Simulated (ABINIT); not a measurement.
# AlN (P6_3mc): least direct gap against volume

The cell of AlN (P6_3mc) is scaled evenly and the response computed anew at each volume, on one mesh. The atoms keep their fractional positions.

Symmetry: P6_3mc, No. 186, hexagonal system. The conventional cell has a = 3.113 Å, b = 3.113 Å, c = 4.981 Å, α = 90.00°, β = 90.00°, γ = 120.00°. Al on site b has 4 N at 1.89 Å as nearest neighbours. N on site b is surrounded by 4 Al at 1.89 Å.

Method: ABINIT 10.8.3, LDA, independent particles, k-mesh 12×12×7, Lorentzian half width 0.04 eV.

Launch of the response step: `optic optic.abi`. The series took 7.6 min in all, its band step included, on 4 threads of Intel(R) Xeon(R) Processor @ 2.70GHz, on a shared host.

```tsv
V/V₀	V (Å³, primitive cell)	least direct gap (eV)
0.94	39.29	4.815
0.97	40.55	?
1.00	41.80	4.256
1.03	43.06	3.996
1.06	44.31	3.749
```

For small changes the quantity should be close to linear in ln V.

Working, on the rows shown:

| x = ln(V/V₀) | y = least direct gap |
| --- | --- |
| -0.0618754 | 4.815 |
| 0 | 4.256 |
| 0.0295588 | 3.996 |
| 0.0582689 | 3.749 |

Means: x̄ = 0.0064881, ȳ = 4.204. Σ(x − x̄)(y − ȳ) = -0.07047, Σ(x − x̄)² = 0.007929. Slope = -0.07047 / 0.007929 = -8.887; intercept = ȳ − slope · x̄ = 4.2617. The line misses the rows shown by at most 0.0057 eV.

Problem. Fill in the last column of the withheld row.

Solution. At x = -0.030459 the line gives y = 4.5324 eV. The run gave 4.529 eV, so the interpolation is off by 0.0034 eV, 0.3 % of the range in the table.

Between the rows on either side of x = 0 the slope is (3.996 − 4.529) / (0.029559 − (-0.030459)) = -8.881. That is a volume deformation potential of -8.9 eV: the least direct gap on this mesh widens by 89 meV for each per cent of compression. The cell comes from an older database entry, whose edges can be off by a per cent or so. LDA gaps are as a rule too small.

[Logs are printed without paths, hosts, clocks, repeated set-up lines and the standing remarks that a program may print on its own settings, such as how far it seeks lower states.]
